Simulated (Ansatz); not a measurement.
# Lattice dynamics of LaP (Fm-3m), part 2 of 2

Wanted: vibrations and spectra of LaP (Fm-3m); the cell is already relaxed. After the zone centre comes a 4×4×4 q mesh on a 12×12×12 k mesh.

Ansatz 0.2.0; DFT PBEsol, scalar-relativistic, plane waves, PAW.

So far. Step 2 (Zone-centre response): Before it was imposed, the acoustic sum rule was missed by 2.0e-4 eV/Å². Small misses are needed for a sound result but don't prove that mesh and cutoff are converged. The lowest optical mode is real, 161 cm⁻¹.

### Step 3. The dispersion

Stability and thermal properties need the whole zone. Linear response on a 4×4×4 q mesh gives force constants as far as a supercell of that size would.

Input file input.yaml:

```yaml
crystal:
  lattice:
    - [0.0, 2.9893524227, 2.9893524227]
    - [2.9893524227, 0.0, 2.9893524227]
    - [2.9893524227, 2.9893524227, 0.0]
  atoms:
    - { symbol: La, position: [0.0, 0.0, 0.0] }
    - { symbol: P, position: [0.5, 0.5, 0.5] }
kpoints:
  mp_grid: { grid: [12, 12, 12] }
hamiltonian:
  xc: pbesol
scf:
  occupations: { method: methfessel_paxton, width: 0.15 }
output:
  eigenvalues: true
phonons:
  method: dfpt
  qmesh: [4, 4, 4]
  temperatures: { t_max: 1000, t_step: 50 }
  qpath:
    path:
      - [[0.0, 0.0, 0.0], [0.5, 0.0, 0.5], [0.625, 0.25, 0.625]]
      - [[0.375, 0.375, 0.75], [0.0, 0.0, 0.0], [0.5, 0.5, 0.5], [0.5, 0.25, 0.75], [0.5, 0.0, 0.5]]
    npoints: 10
```

The run is started by

```sh
$ ansatz run input.yaml --threads 4 --pin off --max-ram 7168MiB --backend cpu --events-out ev --progress --plain --runs-dir out
```

Numbers of over 12 decimals in the logs are rounded to 6 here.

The program printed:

```text
[...]
Crystal: 2 atoms, lattice volume = 53.427 Å³
Basis set: ecut = 420 eV, 1037 PW (Γ), exchange–correlation on 60×60×60 points (8 copies of the dense FFT grid, shifted against one another)
Bands: 12, of which v1, the nominal top of the filled ones, is band 8 counted from 1 (7 counted from 0)
Symmetry: 48 space group operations
k-points: 72 of 1728
[...]
SCF iter   1: F=—  HF=-6904.437173 eV  |F-HF|=—  |Δ(HF+E_count)|=         —  Δρ=3.34e-3  dr2=1.12e-2  ethr=1.77e-3  ⟨swp⟩=4.5  Hψ=4434  notcnv=0
[...]
SCF iter   8: F=-6904.433703 eV  HF=-6904.433703 eV  |F-HF|=5.46e-12  |Δ(HF+E_count)|=  2.46e-10  S|Δr|=    0.00e0  Δρ=1.38e-7  dr2=5.01e-12  ethr=1.00e-12  ⟨swp⟩=7.4  Hψ=5969  notcnv=0
SCF 1 converged in 8 iterations: F = -6904.433703 eV  dr2 = 5.01e-12
[...]
iter 1 solved again at ethr=8.61e-8 eV; its pass at ethr=3.10e-3 eV (dr2=1.38e-5 eV) is discarded
SCF iter   1: F=—  HF=-6904.433703 eV  |F-HF|=—  |Δ(HF+E_count)|=         —  Δρ=4.13e-7  dr2=3.61e-11  ethr=8.61e-8  ⟨swp⟩=4.2  Hψ=7742  notcnv=0
eigensolver tolerance schedule: the retry pair's looser diagonalisation over-reported the residual by 381894.89 of it (diagonalisation noise at an unbounded share of the residual, at the tolerance the schedule requests for it); recorded, not acted on — ethr = c·dr2/N_el stays at c = 1.0e-1
[...]
SCF iter   2: F=—  HF=-6904.433703 eV  |F-HF|=—  |Δ(HF+E_count)|=   6.61e-8  S|Δr|=    0.00e0  Δρ=1.53e-7  dr2=1.06e-11  ethr=1.00e-12  ⟨swp⟩=3.9  Hψ=2304  notcnv=0
SCF iter   3: F=-6904.433703 eV  HF=-6904.433703 eV  |F-HF|=9.09e-13  |Δ(HF+E_count)|=  2.73e-12  S|Δr|=    0.00e0  Δρ=1.03e-7  dr2=3.86e-12  ethr=1.00e-12  ⟨swp⟩=3.4  Hψ=2306  notcnv=0
SCF 2 converged in 3 iterations: F = -6904.433703 eV  dr2 = 3.86e-12
phonons: the bands overlap, so this run is a metal and interpolates without the dipole-dipole term. If the crystal is really an insulator or semiconductor, its LO-TO splitting is missing
NSCF: frozen V_eff on 72 k-points
[...]
DFPT response loops at q = (0, 0, 0) (fractional): preconditioner auto → Kerker (q_TF=auto, 2.232 Å⁻¹) (partly filled bands, converged f_vac=0.000); β = 1.00, the filter's whole step (`scf.mixing.beta` (0.50) is not read by the response loops under this deck's `scf.mixing.preconditioner`; to damp them name `kerker` or `kerker_dos`, under which they read `scf.mixing.beta`, and type it under 1.00, their step now; both keys bind the ground state too); Broyden in place of MSR1
[...]
SCF converged after 8 iterations
[...]
Free energy (F): -6904.433703 eV
[...]
Internal energy: -6904.434634 eV  (E = F + TS)
E sigma→0 (E₀):  -6904.433936 eV
Entropy (-TS):   0.000931 eV (0.466 meV/atom)
Fermi energy:    9.113022 eV
[...]
--- Band table (eV; the first three rows and the last of 72) ---
  k-point 0: bands = [... 4 lower, -0.0778, 9.2349, 9.2349, 9.2349, 10.8720, 10.8720, 10.8720, 11.7757]
  k-point 1: bands = [... 4 lower, 0.0258, 8.8864, 9.0098, 9.0098, 10.8751, 10.9752, 10.9752, 11.9173]
  k-point 2: bands = [... 4 lower, 0.3070, 8.1420, 8.5461, 8.5461, 10.9002, 11.2324, 11.2324, 12.1060]
  k-point 71: bands = [... 4 lower, 0.7446, 7.4191, 8.1566, 8.1566, 11.3526, 11.3526, 12.1789, 12.1789]
--- Phonons (Γ-DFPT): 2 representative perturbations + reference (Σ response iterations 6) ---
  ASR residual: 1.928e-4 → 0.000e0 eV/Å²; symmetrization residual: 8.159e-7 eV/Å²
  ASR residual per site (eV/Å²): 1.93e-4 4.65e-5
  Γ frequencies (cm⁻¹): 0.00 0.00 0.00 160.85 160.85 160.85
--- Phonons (arbitrary-q DFPT): 8 irreducible q on the 4×4×4 mesh ---
  q = [0.0000, 0.0000, 0.0000] (star 1, of the zone-centre solve; hermiticity 6.77e-7, symmetrization 7.85e-13): -0.00 0.00 0.00 160.85 160.85 160.85
  q = [0.0000, 0.0000, 0.2500] (star 8, 2 solved perturbations on 936 of 1728 k-point pairs; hermiticity 2.36e-8, symmetrization 1.77e-13): 73.07 73.07 110.08 199.10 199.10 271.63
[...]
q = [0.0000, 0.2500, 0.2500] (star 6, 4 solved perturbations in 1608 linear systems a pass and spin channel, the states on 510 of 1728 k-point pairs; hermiticity 1.97e-7, symmetrization 4.17e-14): 60.88 60.88 121.41 190.47 190.47 251.87
[...]
sum rule: each row above includes the acoustic sum rule's correction from the zone centre's row sums; it moved no ω² by more than (0.64 cm⁻¹)²
  mesh force constants: q→R imaginary residual 2.00e-18; ASR residual 1.928e-4 → 0.000e0 eV/Å²; symmetrization residual 2.665e-15 eV/Å²
  interpolated dispersion: 62 rows × 6 modes
  density of states and harmonic sums: on the 20×20×20 q-mesh, interpolated from the force constants of a 4×4×4 supercell (no non-analytic term)
  largest difference from the sums on the solved wave vectors: F 1.22e-2 eV, S 1.62e-5 and C_V 4.01e-6 eV/K
  zero-point energy: 0.060762 eV/cell   skipped modes (ω ≤ 0): 3   left out of the sums: 6.25e-5 of the cell's modes: C_V's classical limit lies that fraction below 3 k_B per atom; for a crystal, a wire or a layer, F and S can be off by more, and a phonons.interpolated_qmesh denser along its periods is the remedy for the sampling
```

Wall time 83 s (4 threads of AMD EPYC 9R45, shared host); peak memory 3 GiB.

This step gave:

| Quantity | Value |
| --- | --- |
| sum-rule residual before enforcement | 1.93e-4 eV/Å² |
| lowest frequency on the path | 0 cm⁻¹ |
| highest frequency on the path or at a solved wavevector | 283.3 cm⁻¹ |
| mean frequency | 163.4 cm⁻¹ |
| Debye temperature (second moment) | 325 K |
| logarithmic mean frequency | 150.1 cm⁻¹ |
| lowest mode on the q mesh (acoustic modes at Γ apart) | 60.88 cm⁻¹ |
| zero-point energy per atom | 30.38 meV |
| heat capacity at 300 K | 23.55 J/(mol atoms K) |
| vibrational entropy at 300 K | 33.85 J/(mol atoms K) |

Frequencies (cm⁻¹) solved at each irreducible wavevector; negative means imaginary. Frequencies by wavevector, by row:

| q in reciprocal lattice units | star | mode 1 | mode 2 | mode 3 | mode 4 | mode 5 | mode 6 |
| --- | --- | --- | --- | --- | --- | --- | --- |
| 0 0 0 | 1 | 0 | 0 | 0 | 160.8 | 160.8 | 160.8 |
| 0 0 0.25 | 8 | 73.1 | 73.1 | 110.1 | 199.1 | 199.1 | 271.6 |
| 0 0 -0.5 | 4 | 101.4 | 101.4 | 167.9 | 212 | 212 | 270.4 |
| 0 0.25 0.25 | 6 | 60.9 | 60.9 | 121.4 | 190.5 | 190.5 | 251.9 |
| 0 0.25 -0.5 | 24 | 98 | 109.7 | 139.8 | 200.9 | 214.5 | 246.9 |
| 0 0.25 -0.25 | 12 | 88 | 102.7 | 146.1 | 210.7 | 212.2 | 260.7 |
| 0 -0.5 -0.5 | 3 | 90.8 | 90.8 | 128.8 | 179.9 | 179.9 | 220.3 |
| 0.25 -0.5 -0.25 | 6 | 111.3 | 111.3 | 129.3 | 213.8 | 213.8 | 232.1 |

Interpolated from a 4×4×4 q mesh. The phonon branches at the labelled points (cm⁻¹):

```csv
point,branch 1,branch 2,branch 3,branch 4,branch 5,branch 6
Γ,0,0,0,161,161,161
halfway,61,61,121,190,190,252
X,91,91,129,180,180,220
halfway,96,104,126,187,200,219
U,104,118,127,200,216,233
jump to K,104,118,127,200,216,233
halfway,72,88,126,205,208,267
Γ,0,0,0,161,161,161
halfway,73,73,110,199,199,272
L,101,101,168,212,212,270
halfway,106,108,149,210,213,255
W,111,111,129,214,214,232
halfway,99,112,124,198,208,218
X,91,91,129,180,180,220
```

The phonon branches as a text plot (rows in cm⁻¹):

```
    277 |                                   *****
    266 |                      **                *****
    254 |      **           ***  *         *          **
    242 |    **  *         *      **                    *
    230 |   *     **     **               *              ***
    218 |           *********                       *************
    207 |                  *******  *        ************  ***
    195 |  * ***       ****      ***     * **                 *
    183 |   *   ********          **      *                    **
    171 | **                        **  **       **
    159 |**                          ****      **  ***
    148 |                   ***                       **
    136 |       *****      *   *              *         **
    124 |      *     ******     *            *            *******
    112 |    **         *  **    *          *         ****** *
    100 |              **** ****               ********     ****
     89 |   *     *****      ** * **       *  *                **
     77 |        *             ***        * **
     65 |  *   **                ****      *
     53 |    **                   **     **
     41 |   *                       *
     30 | **                        **  **
     18 | *                          *  *
      6 |*                            **
         Γ           X  U|K            Γ         L        W     X
```

Tetrahedra on a 20×20×20 mesh, mean over bins of 5 cm-1. Interpolated from a 4×4×4 q mesh. The phonon density of states by wavenumber; read off at these points:

```csv
wavenumber (cm⁻¹),phonon density of states (1/cm⁻¹/cell)
2,1.0e-5
12,1.0e-4
18,3.1e-4
28,9.0e-4
32,0.00146
42,0.00297
48,0.0042
58,0.00768
62,0.00982
72,0.0155
78,0.0192
88,0.0305
92,0.0417
102,0.0742
108,0.0696
118,0.0134
122,0.00904
132,0.0340
138,0.0330
148,0.0239
152,0.0126
162,0.00441
168,0.00201
178,0.00316
182,0.0083
192,0.0315
198,0.0398
208,0.0985
212,0.137
222,0.0101
228,0.00932
238,0.0148
242,0.0172
252,0.0242
258,0.0239
268,0.0203
272,0.0119
282,0.00148
```

The partial phonon density of states has structure finer than the step of the table below, so its rows give means over 10 cm⁻¹, whole bins alone (the curve runs from -10 to 302 cm⁻¹). Peaks (cm⁻¹: height): La 105.7: 0.0704, 135.1: 0.0363; P 211.5: 0.123, 256.6: 0.0239.

Phonopy on the run's constants, 17x17x17 mesh, Gaussian sigma 2.2 cm-1. Interpolated from a 4×4×4 q mesh. The partial phonon density of states by wavenumber; means over each step; values in 1/cm⁻¹/cell:

| wavenumber (cm⁻¹) | La | P |
| --- | --- | --- |
| 0 | 4.9e-5 | 7.9e-6 |
| 10 | 1.1e-5 | 1.5e-6 |
| 20 | 4.8e-4 | 1.0e-4 |
| 30 | 0.00108 | 2.1e-4 |
| 40 | 0.00201 | 3.7e-4 |
| 50 | 0.00446 | 7.4e-4 |
| 60 | 0.00777 | 0.00115 |
| 70 | 0.0123 | 0.00159 |
| 80 | 0.0195 | 0.00210 |
| 90 | 0.0336 | 0.00285 |
| 100 | 0.0584 | 0.00279 |
| 110 | 0.0504 | 0.00188 |
| 120 | 0.0134 | 8.1e-4 |
| 130 | 0.0260 | 0.00109 |
| 140 | 0.0288 | 0.00109 |
| 150 | 0.0175 | 6.1e-4 |
| 160 | 0.00590 | 4.5e-4 |
| 170 | 0.00100 | 0.00157 |
| 180 | 8.7e-4 | 0.00574 |
| 190 | 0.00276 | 0.0215 |
| 200 | 0.00395 | 0.0443 |
| 210 | 0.00473 | 0.0981 |
| 220 | 0.00113 | 0.0230 |
| 230 | 3.5e-4 | 0.0106 |
| 240 | 4.2e-4 | 0.0151 |
| 250 | 6.7e-4 | 0.0209 |
| 260 | 9.9e-4 | 0.0222 |
| 270 | 9.3e-4 | 0.0150 |
| 280 | 3.8e-4 | 0.00419 |
| 290 | 1.0e-5 | 9.9e-5 |

Second derivatives of the energy by pair, one row for each kind of neighbour of each atom listed. Each entry sums the pair over the periodic images of the supercell that the q mesh stands for, and in a polar crystal it holds the long-range dipole part too. Force constants by pair, by row:

```
atom  neighbour  distance (Å)  third of the trace (eV/Å²)  along the pair's line (eV/Å²)
 La1     itself             0                       7.259                              –
 La1          P         2.989                     -0.6995                         -1.279
 La1         La         4.228                     -0.2278                          -1.13
 La1          P         5.178                     -0.0059                         0.1217
 La1         La         5.979                     -0.2133                        -0.6497
 La1          P         6.684                      0.0582                         0.1919
 La1         La         7.322                     -0.0015                        -0.0314
  P2     itself             0                        5.34                              –
  P2         La         2.989                     -0.6995                         -1.279
  P2          P         4.228                     -0.0541                        -0.4632
  P2         La         5.178                     -0.0059                         0.1217
  P2          P         5.979                     -0.2066                        -0.5335
  P2         La         6.684                      0.0582                         0.1919
  P2          P         7.322                     -0.0064                        -0.0382
```

Harmonic thermodynamic functions per atom, from the density of states. Interpolated from a 4×4×4 q mesh. Thermodynamic functions, by row:

```
T (K)  F_vib (meV/atom)  S (J/mol-atom/K)  C_V (J/mol-atom/K)
    0             30.38                 0                   0
   50             29.94             3.142               7.102
  100             26.27             11.13                  16
  200              7.32             24.58                  22
  300            -23.23             33.85               23.55
  400            -62.03             40.72               24.14
  500            -107.1             46.14               24.43
  600            -157.3             50.61               24.58
  700            -211.8              54.4               24.68
  800            -269.9              57.7               24.74
  900            -331.3             60.62               24.78
 1000            -395.5             63.23               24.81
```

Harmonic mean-square displacement, third of the trace. Interpolated from a 4×4×4 q mesh. Mean square displacements, by row:

| T (K) | La1 U_eq (Å²) | P2 U_eq (Å²) |
| --- | --- | --- |
| 0 | 0.00118 | 0.00273 |
| 100 | 0.0021 | 0.0034 |
| 300 | 0.00557 | 0.00721 |
| 600 | 0.011 | 0.01379 |

Symmetry leaves 8 wavevectors to solve. The lowest mode among them, the acoustic zeros apart, lies at q = (0, 0.25, 0.25) and is real, 60.9 cm⁻¹.

### Step 4. Results

```json
{"space group (within 0.01 Å)": "Fm-3m", "volume per atom": "26.7 Å³", "electronic character": "no gap on this mesh", "highest optical mode at the zone centre (no LO-TO term)": "161 cm⁻¹", "lowest optical zone-centre mode": "161 cm⁻¹", "lowest mode on the q mesh (acoustic modes at Γ apart)": "60.9 cm⁻¹", "highest frequency on the path or at a solved wavevector": "283 cm⁻¹", "zero-point energy per atom": "30.4 meV", "heat capacity at 300 K": "23.6 J/(mol atoms K)", "vibrational entropy at 300 K": "33.8 J/(mol atoms K)", "Debye temperature (second moment)": "325 K", "imaginary modes on the 4×4×4 q mesh": "none"}
```

In words: The structure is a minimum as far as tested: no mode is imaginary at the 8 irreducible wavevectors of the 4×4×4 mesh, and the softest away from the acoustic zeros lies at 61 cm⁻¹. The optical modes at Γ form one degenerate level at 161 cm⁻¹. The highest mode in this list at Γ, 160.8 cm⁻¹, is mostly motion of P (82 % of the kinetic energy). With no gap, or one that is small against the smearing, the frequencies hang on the k mesh and the smearing, most of all near Kohn anomalies. A semilocal functional can close a gap that the real compound would have, so the metallic treatment may be an artefact of the level. Spin-orbit coupling is left out, which can matter for the heavy elements here. These are harmonic frequencies at zero temperature: anharmonic shifts, linewidths and thermal expansion are left out.

[Logs are printed without paths, hosts, clocks, repeated set-up lines and the standing remarks that a program may print on its own settings, such as how far it seeks lower states.]

[Hosts, paths, dates, database ids (printed as entryN), source tags and the programs' standing remarks are cut or masked in the printed files.]
